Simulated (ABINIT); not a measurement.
Computed results, one entry a study.

How the form of the self-energy moves the gap of TiO2 (Rutile). Symmetry: P4_2/mnm, No. 136, tetragonal system. The conventional cell has a = 4.592 Å, b = 4.592 Å, c = 2.957 Å, α = 90.00°, β = 90.00°, γ = 90.00°. Nearest to Ti lie 6 O at 1.95 to 1.98 Å. Nearest to O lie 3 Ti at 1.95 to 1.98 Å. Farther neighbours, and contacts between anions beyond the nearest, are not listed. The calculation used RPA screening on LDA, plane waves, norm-conserving pseudopotentials (and 5 further levels or steps) in ABINIT 10.8.3, with cutoff 38 Ha, PseudoDojo scalar-relativistic 0.4.1 standard, norm-conserving, ngkpt (4, 4, 4), nband 210, ecuteps 7 Ha, inclvkb 2, shiftk (0, 0, 0), symchi 1, awtr 1, frequency ppm, 4×4×4 k-mesh. The G0W0, Godby-Needs plasmon pole is 3.407 eV and the G0W0, Hybertsen-Louie plasmon pole is 4.193 eV. The G0W0, von der Linden-Horsch plasmon pole is 3.613 eV, the G0W0, Engel-Farid plasmon pole is 3.560 eV and the one-shot SEX is 3.426 eV. The one-shot COHSEX is 3.972 eV, the one-shot Hartree-Fock is 14.559 eV and the known limits are short of the basis limit; coarse k mesh. It took 9 runs, 17 min in all on 16 MPI ranks of Arm Neoverse N1, shared host. G0W0, Hybertsen-Louie plasmon pole: +0.786 eV against G0W0, Godby-Needs plasmon pole. G0W0, von der Linden-Horsch plasmon pole: +0.206 eV against G0W0, Godby-Needs plasmon pole. The program's warnings: nkpt*nsppol () is not a multiple of nproc spkpt (). The cell and positions come from the Crystallography Open Database and are kept as given unless a step says otherwise. The 4×4×4 mesh is coarse for this cell, which bears on the long-range parts of exchange and screening.

[Paths, hosts, dates, memory and timing lines, banners, echoed tables and standing remarks are left out of the program output; an Ansatz launch command may be rebuilt from the run's recorded settings. Measured values are a selection of at most five: reports struck by readers or far from the other reports are left out. None is set beside runs whose start may be inverted or whose files or cutoffs have a known fault.]

[Runs of the session that timed out or met a known fault of the program may be left out.]

[Hosts, paths, dates, database ids (printed as entryN), source tags and the programs' standing remarks are cut or masked in the printed files.]

[G0W0 gaps are taken among the corrected bands and points alone; a level outside them can change the order at an edge.]

[Where Ansatz stands beside ABINIT at settings called matched, ABINIT's density can come from a denser mesh and the files from another edition; pairs whose starting gaps differed by over 0.03 eV were left out, so agreement reads better than it is.]
